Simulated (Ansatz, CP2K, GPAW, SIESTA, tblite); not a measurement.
# Running (10,0) carbon nanotube (120 atoms) with CP2K, part 2 of 4

Wanted: CP2K inputs and outputs for (10,0) carbon nanotube (120 atoms), checked against a plane-wave reference.

Program: CP2K 2026.2; the method stands at each step. Banners and routine set-up lines are dropped from the logs; longer cuts are marked.

So far. Step 2 (PBE, DZVP-MOLOPT-SR, 450/50 Ry, diagonalisation): Forces lie 1.9 % from the reference's, at 1.1 times its CPU time. Step 3 (GFN1-xTB, diagonalisation): Against the first run (1.9 %), the force difference from the reference is 6.1 %, at 0.013 times the CPU time (on 1 against 4 cores) (31 SCF steps against 14); the model has changed, so this is no error of the program alone.

## Step 4: PBE, SZV-MOLOPT-SR, 450/50 Ry, diagonalisation

Method: Kohn-Sham DFT, PBE, GTH-PBE pseudopotentials, Gaussian and plane waves, SZV-MOLOPT-SR-GTH, diagonalisation.

File input.inp:

```
&GLOBAL
  PROJECT cell
  RUN_TYPE ENERGY_FORCE
  PRINT_LEVEL LOW
&END GLOBAL
&FORCE_EVAL
  METHOD QS
  &DFT
    BASIS_SET_FILE_NAME BASIS_MOLOPT
    POTENTIAL_FILE_NAME GTH_POTENTIALS
    &MGRID
      CUTOFF 450
      REL_CUTOFF 50
    &END MGRID
    &QS
      EPS_DEFAULT 1.0E-12
    &END QS
    &SCF
      SCF_GUESS ATOMIC
      EPS_SCF 5.0E-06
      MAX_SCF 200
      ADDED_MOS 54
      &DIAGONALIZATION
        ALGORITHM STANDARD
      &END DIAGONALIZATION
      &SMEAR ON
        METHOD FERMI_DIRAC
        ELECTRONIC_TEMPERATURE [K] 580
      &END SMEAR
      &MIXING
        METHOD BROYDEN_MIXING
        ALPHA 0.2
        NBROYDEN 12
        BETA 0.05
      &END MIXING
      &PRINT
        &RESTART OFF
        &END RESTART
      &END PRINT
    &END SCF
    &XC
      &XC_FUNCTIONAL PBE
      &END XC_FUNCTIONAL
    &END XC
    &PRINT
      &MULLIKEN ON
      &END MULLIKEN
      &HIRSHFELD ON
        SHAPE_FUNCTION DENSITY
      &END HIRSHFELD
      &MO ON
        EIGENVALUES T
        OCCUPATION_NUMBERS T
        MO_INDEX_RANGE 229 252
        &EACH
          QS_SCF 0
        &END EACH
        ADD_LAST NUMERIC
      &END MO
    &END PRINT
  &END DFT
  &SUBSYS
    &CELL
      A 19.83042 0.00000 0.00000
      B 0.00000 19.83042 0.00000
      C 0.00000 0.00000 12.78253
    &END CELL
    &COORD
      SCALED
      C 0.69344 0.50043 0.11575
      C 0.68787 0.56068 0.05421
      C 0.66076 0.61722 0.11013
      C 0.61733 0.65703 0.05310
      C 0.68894 0.56022 0.27522
      C 0.65818 0.61616 0.22529
      C 0.55890 0.68646 0.10915
      C 0.49822 0.69799 0.05718
      C 0.61530 0.66067 0.27670
      C 0.56177 0.68687 0.22635
      C 0.44159 0.68706 0.11150
      C 0.38541 0.66018 0.05323
      C 0.49785 0.69759 0.27698
      C 0.43697 0.68834 0.21969
      C 0.34149 0.61753 0.11075
      C 0.31142 0.56018 0.05461
      C 0.38375 0.66401 0.28173
      C 0.33893 0.61677 0.22407
      C 0.30064 0.50243 0.11280
      C 0.30923 0.43769 0.05647
[... 96 atom lines left out ...]
      C 0.61742 0.33935 0.94427
      C 0.66038 0.38494 0.88971
      C 0.69050 0.44080 0.94237
      C 0.69817 0.49806 0.89023
    &END COORD
    &KIND C
      BASIS_SET SZV-MOLOPT-SR-GTH-q4
      POTENTIAL GTH-PBE-q4
    &END KIND
  &END SUBSYS
  &PRINT
    &FORCES ON
    &END FORCES
  &END PRINT
&END FORCE_EVAL
```

The run is started by

```
> OMP_NUM_THREADS=1 cp2k.psmp -i input.inp > output.txt
```

The program printed:

```text
CP2K| version string:                                       CP2K version 2026.2
 CP2K| Input file name                                                 input.inp
 GLOBAL| Basis set file name                                        BASIS_MOLOPT
 GLOBAL| Potential file name                                      GTH_POTENTIALS
[... lines left out ...]
                        Smear method:                                FERMI_DIRAC
[... lines left out ...]
 Number of electrons:                                                        480
[... lines left out ...]
  Step     Update method      Time    Convergence         Total energy    Change
[... lines left out ...]
  *** SCF run converged in    12 steps ***
[... lines left out ...]
  Fermi energy:                                                -0.048276
  Total energy:                                              -680.167891
  Total energy (extrapolated to T->0):                       -680.167888
[... lines left out ...]
 MO| E(Fermi):           -0.048276 a.u.         -1.313648 eV
[... lines left out ...]
    120       C      1       4.000          4.003                        -0.003
  Total Charge                                                           -0.000
 !-----------------------------------------------------------------------------!
 ENERGY| Total FORCE_EVAL ( QS ) energy [hartree]           -680.168004
 FORCES| Atomic forces [hartree/bohr]
 FORCES|   Atom     x               y               z               |f|
 FORCES|      1  2.95284201E-02 -2.32706968E-02 -9.97375548E-02   1.06588145E-01
 FORCES|      2 -2.79264113E-03  1.09733214E-02  5.99729206E-02   6.10324818E-02
 FORCES|      3  1.26633099E-02 -2.76917493E-02  3.70330097E-02   4.79440946E-02
[...]
FORCES|    119 -2.37830523E-02 -9.71260185E-02  5.91033322E-02   1.16156364E-01
 FORCES|    120  8.99045734E-03  9.81728596E-02 -5.41934694E-02   1.12497426E-01
 FORCES| Sum    -6.81779299E-05  7.48751289E-05 -5.39838208E-06
 FORCES| Total atomic force                                       1.01408370E-04
```

Wall time 3.4 min (1 thread of Arm Neoverse V1, shared host); peak memory 8.6 GiB.

Against the reference:

* r.m.s. force component: 2.721 eV/Å
* r.m.s. difference of force components: 590.4 meV/Å
* longest difference of force vectors: 2025 meV/Å
* force difference over r.m.s. force: 27.52 %
* slope of forces against the reference's: 1.266
* correlation of force components: 0.9985
* gap (highest filled to lowest empty level): 0.9303 eV
* gap difference: 0.109 eV

This is a coarse setting, run to see what it loses.

Against the first run (1.9 %), the force difference from the reference is 28 %, at 0.53 times the CPU time (on 1 against 4 cores), with 480 basis functions against 1560: the smaller basis costs accuracy.

## Step 5: PBE, DZVP-MOLOPT-SR, 450/20 Ry, diagonalisation

Method: Kohn-Sham DFT, PBE, GTH-PBE pseudopotentials, Gaussian and plane waves, DZVP-MOLOPT-SR-GTH, diagonalisation.

Changes to input.inp since step 4:

```diff
@@ -12,3 +12,3 @@
       CUTOFF 450
-      REL_CUTOFF 50
+      REL_CUTOFF 20
     &END MGRID
@@ -72,3 +72,3 @@
     &KIND C
-      BASIS_SET SZV-MOLOPT-SR-GTH-q4
+      BASIS_SET DZVP-MOLOPT-SR-GTH-q4
       POTENTIAL GTH-PBE-q4
```

The run is started by

```
> OMP_NUM_THREADS=1 mpirun -np 4 cp2k.psmp -i input.inp > output.txt
```

The program printed:

```text
CP2K| version string:                                       CP2K version 2026.2
 CP2K| Input file name                                                 input.inp
 GLOBAL| Basis set file name                                        BASIS_MOLOPT
 GLOBAL| Potential file name                                      GTH_POTENTIALS
 GLOBAL| Run type                                                   ENERGY_FORCE
 GLOBAL| Total number of message passing processes                             4
 GLOBAL| Number of threads for this process                                    1
[... lines left out ...]
                        Smear method:                                FERMI_DIRAC
[... lines left out ...]
 Number of electrons:                                                        480
[... lines left out ...]
  Step     Update method      Time    Convergence         Total energy    Change
[... lines left out ...]
  *** SCF run converged in    14 steps ***
[... lines left out ...]
  Fermi energy:                                                -0.082147
  Total energy:                                              -682.483650
  Total energy (extrapolated to T->0):                       -682.483639
[... lines left out ...]
 MO| E(Fermi):           -0.082147 a.u.         -2.235323 eV
[... lines left out ...]
                           Hirshfeld Charges
  #Atom  Element  Kind  Ref Charge     Population                    Net charge
      1       C      1       4.000          4.000                        -0.000
      2       C      1       4.000          4.002                        -0.002
      3       C      1       4.000          4.000                         0.000
[...]
119       C      1       4.000          4.010                        -0.010
    120       C      1       4.000          4.003                        -0.003
  Total Charge                                                            0.000
 !-----------------------------------------------------------------------------!
 ENERGY| Total FORCE_EVAL ( QS ) energy [hartree]           -682.483749
 FORCES| Atomic forces [hartree/bohr]
 FORCES|   Atom     x               y               z               |f|
 FORCES|      1  2.18360316E-02 -1.95448582E-02 -8.29590799E-02   8.79830818E-02
 FORCES|      2 -4.83103140E-03  9.91279915E-03  5.02187521E-02   5.14152265E-02
 FORCES|      3  7.90481686E-03 -2.28143992E-02  2.57274618E-02   3.52829312E-02
[...]
FORCES|    119 -2.15835581E-02 -7.71975924E-02  4.63680716E-02   9.26030038E-02
 FORCES|    120  4.83695483E-03  7.73677630E-02 -4.10053356E-02   8.76960913E-02
 FORCES| Sum    -9.13369797E-04  9.46463210E-04  7.44527059E-04
 FORCES| Total atomic force                                       1.51140912E-03
```

It took 83 s on 4 MPI ranks; peak memory 11 GiB.

Compared with the plane-wave run:

```
r.m.s. force component                           : 2.182 eV/Å
r.m.s. difference of force components            : 42.08 meV/Å
longest difference of force vectors              : 138.4 meV/Å
force difference over r.m.s. force               : 1.961 %
slope of forces against the reference's          : 1.017
correlation of force components                  : 1
gap (highest filled to lowest empty level) : 0.8188 eV
gap difference                                   : -0.0025 eV
energy less the same-level run's                 : -0.9151 meV/atom
r.m.s. force difference from the same-level run  : 6.962 meV/Å
```

This is a coarse setting, run to see what it loses.

Against the first run (1.9 %), the force difference from the reference is 2.0 %, at 0.86 times the CPU time: the change moves forces by 7.0 meV/Å r.m.s., so most of the difference comes from elsewhere.

## Step 6: PBE+D3(BJ), DZVP-MOLOPT-SR, 450/50 Ry, diagonalisation

Method: Kohn-Sham DFT, PBE+D3(BJ), GTH-PBE pseudopotentials, Gaussian and plane waves, DZVP-MOLOPT-SR-GTH, diagonalisation.

Changes to input.inp since step 5:

```diff
@@ -12,3 +12,3 @@
       CUTOFF 450
-      REL_CUTOFF 20
+      REL_CUTOFF 50
     &END MGRID
@@ -43,2 +43,10 @@
       &END XC_FUNCTIONAL
+      &VDW_POTENTIAL
+        POTENTIAL_TYPE PAIR_POTENTIAL
+        &PAIR_POTENTIAL
+          TYPE DFTD3(BJ)
+          PARAMETER_FILE_NAME dftd3.dat
+          REFERENCE_FUNCTIONAL PBE
+        &END PAIR_POTENTIAL
+      &END VDW_POTENTIAL
     &END XC
@@ -67,6 +75,6 @@
     &END CELL
-    &COORD
-      SCALED
-[... 120 atom lines left out: the same atoms as in the first run ...]
-    &END COORD
+    &TOPOLOGY
+      COORD_FILE_NAME structure.xyz
+      COORD_FILE_FORMAT XYZ
+    &END TOPOLOGY
     &KIND C
```

File structure.xyz:

```xyz
120

[... 120 atom lines left out: the same atoms as in the first run ...]
```

The program printed:

```text
CP2K| version string:                                       CP2K version 2026.2
 CP2K| Input file name                                                 input.inp
 GLOBAL| Basis set file name                                        BASIS_MOLOPT
 GLOBAL| Potential file name                                      GTH_POTENTIALS
[... lines left out ...]
                        Smear method:                                FERMI_DIRAC
[... lines left out ...]
 Number of electrons:                                                        480
[... lines left out ...]
  Step     Update method      Time    Convergence         Total energy    Change
[... lines left out ...]
  *** SCF run converged in    14 steps ***
[... lines left out ...]
  Fermi energy:                                                -0.082112
  Total energy:                                              -682.888057
  Total energy (extrapolated to T->0):                       -682.888046
[... lines left out ...]
 MO| E(Fermi):           -0.082112 a.u.         -2.234394 eV
[... lines left out ...]
    120       C      1       4.000          4.003                        -0.003
  Total Charge                                                           -0.000
 !-----------------------------------------------------------------------------!
 ENERGY| Total FORCE_EVAL ( QS ) energy [hartree]           -682.888156
 FORCES| Atomic forces [hartree/bohr]
 FORCES|   Atom     x               y               z               |f|
 FORCES|      1  2.17795863E-02 -1.98010627E-02 -8.29997438E-02   8.80646918E-02
 FORCES|      2 -4.78431896E-03  9.98497114E-03  5.05690891E-02   5.17669985E-02
 FORCES|      3  7.83639491E-03 -2.27560659E-02  2.57540665E-02   3.52493909E-02
[...]
FORCES|    119 -2.19421273E-02 -7.75375233E-02  4.64577439E-02   9.30153022E-02
 FORCES|    120  5.00824380E-03  7.77523791E-02 -4.12166132E-02   8.81437698E-02
 FORCES| Sum    -7.02383084E-05  5.33104496E-07  2.64987974E-05
 FORCES| Total atomic force                                       7.50725677E-05
```

The job ended after 96 s (4 MPI ranks; peak memory 11 GiB; 6.4 min of CPU time).

Against the reference:

```
r.m.s. force component                           : 2.191 eV/Å
r.m.s. difference of force components            : 49.55 meV/Å
longest difference of force vectors              : 171.6 meV/Å
force difference over r.m.s. force               : 2.309 %
slope of forces against the reference's          : 1.021
correlation of force components                  : 1
gap (highest filled to lowest empty level) : 0.8192 eV
gap difference                                   : -0.0021 eV
```

Against the first run (1.9 %), the force difference from the reference is 2.3 %, at 1.00 times the CPU time; the model has changed, so this is no error of the program alone.

## Step 7: PBE, DZVP-MOLOPT-SR, 225/50 Ry, diagonalisation

Method: Kohn-Sham DFT, PBE, GTH-PBE pseudopotentials, Gaussian and plane waves, DZVP-MOLOPT-SR-GTH, diagonalisation.

Changes to input.inp since step 6:

```diff
@@ -11,3 +11,3 @@
     &MGRID
-      CUTOFF 450
+      CUTOFF 225
       REL_CUTOFF 50
@@ -43,10 +43,2 @@
       &END XC_FUNCTIONAL
-      &VDW_POTENTIAL
-        POTENTIAL_TYPE PAIR_POTENTIAL
-        &PAIR_POTENTIAL
-          TYPE DFTD3(BJ)
-          PARAMETER_FILE_NAME dftd3.dat
-          REFERENCE_FUNCTIONAL PBE
-        &END PAIR_POTENTIAL
-      &END VDW_POTENTIAL
     &END XC
```

structure.xyz is that of step 6.

The run is started by

```
> OMP_NUM_THREADS=2 cp2k.psmp -i input.inp > output.txt
```

The program printed:

```text
CP2K| version string:                                       CP2K version 2026.2
 CP2K| Input file name                                                 input.inp
 GLOBAL| Basis set file name                                        BASIS_MOLOPT
 GLOBAL| Potential file name                                      GTH_POTENTIALS
 GLOBAL| Run type                                                   ENERGY_FORCE
 GLOBAL| Total number of message passing processes                             1
 GLOBAL| Number of threads for this process                                    2
[... lines left out ...]
                        Smear method:                                FERMI_DIRAC
[... lines left out ...]
 Number of electrons:                                                        480
[... lines left out ...]
  Step     Update method      Time    Convergence         Total energy    Change
[... lines left out ...]
  *** SCF run converged in    14 steps ***
[... lines left out ...]
  Fermi energy:                                                -0.082113
  Total energy:                                              -682.480520
  Total energy (extrapolated to T->0):                       -682.480510
[... lines left out ...]
 MO| E(Fermi):           -0.082113 a.u.         -2.234414 eV
[... lines left out ...]
                           Hirshfeld Charges
  #Atom  Element  Kind  Ref Charge     Population                    Net charge
      1       C      1       4.000          4.000                        -0.000
      2       C      1       4.000          4.002                        -0.002
      3       C      1       4.000          4.000                        -0.000
[...]
119       C      1       4.000          4.010                        -0.010
    120       C      1       4.000          4.003                        -0.003
  Total Charge                                                           -0.000
 !-----------------------------------------------------------------------------!
 ENERGY| Total FORCE_EVAL ( QS ) energy [hartree]           -682.480619
 FORCES| Atomic forces [hartree/bohr]
 FORCES|   Atom     x               y               z               |f|
 FORCES|      1  2.25083622E-02 -2.00112612E-02 -8.20734376E-02   8.74249741E-02
 FORCES|      2 -4.21111938E-03  1.03420936E-02  5.04730086E-02   5.16934911E-02
 FORCES|      3  8.29403417E-03 -2.34614801E-02  2.48528786E-02   3.51695554E-02
[...]
FORCES|    119 -2.24583672E-02 -7.79755455E-02  4.57476933E-02   9.31526457E-02
 FORCES|    120  5.53932916E-03  7.82035275E-02 -4.02851191E-02   8.81440111E-02
 FORCES| Sum    -3.33295664E-03  2.50670661E-03 -1.17344505E-02
 FORCES| Total atomic force                                       1.24534938E-02
```

Elapsed: 1.8 min, on 2 threads; peak memory 3.4 GiB.

Compared with the plane-wave run:

| Quantity | Value |
| --- | --- |
| r.m.s. force component | 2.186 eV/Å |
| r.m.s. difference of force components | 54.73 meV/Å |
| longest difference of force vectors | 185.9 meV/Å |
| force difference over r.m.s. force | 2.551 % |
| slope of forces against the reference's | 1.018 |
| correlation of force components | 0.9999 |
| gap (highest filled to lowest empty level) | 0.8192 eV |
| gap difference | -0.0021 eV |
| energy less the same-level run's | -0.2054 meV/atom |
| r.m.s. force difference from the same-level run | 31.29 meV/Å |

This is a coarse setting, run to see what it loses.

Against the first run (1.9 %), the force difference from the reference is 2.6 %, at 0.50 times the CPU time (on 2 against 4 cores): the grid matters here.

The forces add up to 0.64 eV/Å instead of zero, usually a sign of too coarse a grid.

[end of part 2 of 4]

[Long decimals in the printed logs are rounded to 6 places.]

[Also dropped from logs without a mark: lines with file paths, logging warnings of Python, QE's lines on negative density and diagonalisation, SIESTA's first energy breakdown, zero terms and Voronoi charges.]

[Logs are printed without paths, hosts, clocks, repeated set-up lines and the standing remarks that a program may print on its own settings, such as how far it seeks lower states.]

[Hosts, paths, dates, database ids (printed as entryN), source tags and the programs' standing remarks are cut or masked in the printed files.]

[Most failed runs of this program on this cell are left out, timed-out ones always.]
